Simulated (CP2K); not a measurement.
Cyclopropene has these distinct C atoms: C1 (bonded to 2 C and H) and C3 (bonded to 2 C and 2 H).

```xyz
7

C    -0.5677    0.6736    0.0971
C    -0.6336   -0.6135   -0.0763
C     0.7682   -0.0373   -0.0155
H    -1.0689    1.6234    0.2356
H    -1.2264   -1.5129   -0.1877
H     1.3752   -0.1901    0.8842
H     1.3533    0.0568   -0.9373
```

Their partial C K spectra (CP2K XAS_TDP, all-electron GAPW, PBEh(45%), aug-cc-pVTZ, TDA, GW2X-corrected core level, no relativity) are given in random order, each times the number of alike atoms.

Gaussian full width 0.5 eV, oscillator strength per eV, alike atoms added, rows of zeros left out:

```csv
E (eV),curve 1,curve 2
285.00,0.014,0.000
285.25,0.104,0.000
285.50,0.194,0.000
285.75,0.092,0.000
286.00,0.011,0.000
288.25,0.001,0.000
288.50,0.009,0.000
288.75,0.025,0.003
289.00,0.022,0.016
289.25,0.020,0.049
289.50,0.019,0.067
289.75,0.015,0.041
290.00,0.053,0.033
290.25,0.122,0.044
290.50,0.088,0.022
290.75,0.034,0.022
291.00,0.040,0.029
291.25,0.038,0.022
291.50,0.022,0.035
291.75,0.011,0.044
292.00,0.005,0.025
292.25,0.006,0.010
292.50,0.024,0.017
292.75,0.030,0.020
293.00,0.012,0.017
293.25,0.006,0.014
293.50,0.012,0.011
293.75,0.023,0.020
294.00,0.019,0.023
294.25,0.008,0.019
294.50,0.006,0.014
294.75,0.012,0.005
295.00,0.023,0.001
295.25,0.026,0.001
295.50,0.053,0.005
295.75,0.075,0.010
296.00,0.055,0.014
296.25,0.020,0.019
296.50,0.012,0.034
296.75,0.013,0.039
```

**Question.** Which curve belongs to which atom?

Curve 1: C1 (bonded to 2 C and H), leading line at 285.49 eV (f = 0.052 an atom), ionisation energy 290.68 eV, term value 5.19 eV. Curve 2: C3 (bonded to 2 C and 2 H), leading line at 289.36 eV (f = 0.023 an atom), ionisation energy 290.82 eV, term value 1.46 eV. The leading line of an atom is its first one with 35 % of the strongest within 2.5 eV of its lowest line over the strength cut. A line lies at the core ionisation energy, which rises as an atom loses charge to its neighbours or to a π system, less the term value, which is large for a low π* or σ* orbital with weight on that atom.

[Banner, clock and machine lines of the logs are left out without a mark of their own.]

[Logs are printed without paths, hosts, clocks, repeated set-up lines and the standing remarks that a program may print on its own settings, such as how far it seeks lower states.]

[Hosts, paths, dates, database ids (printed as entryN), source tags and the programs' standing remarks are cut or masked in the printed files.]
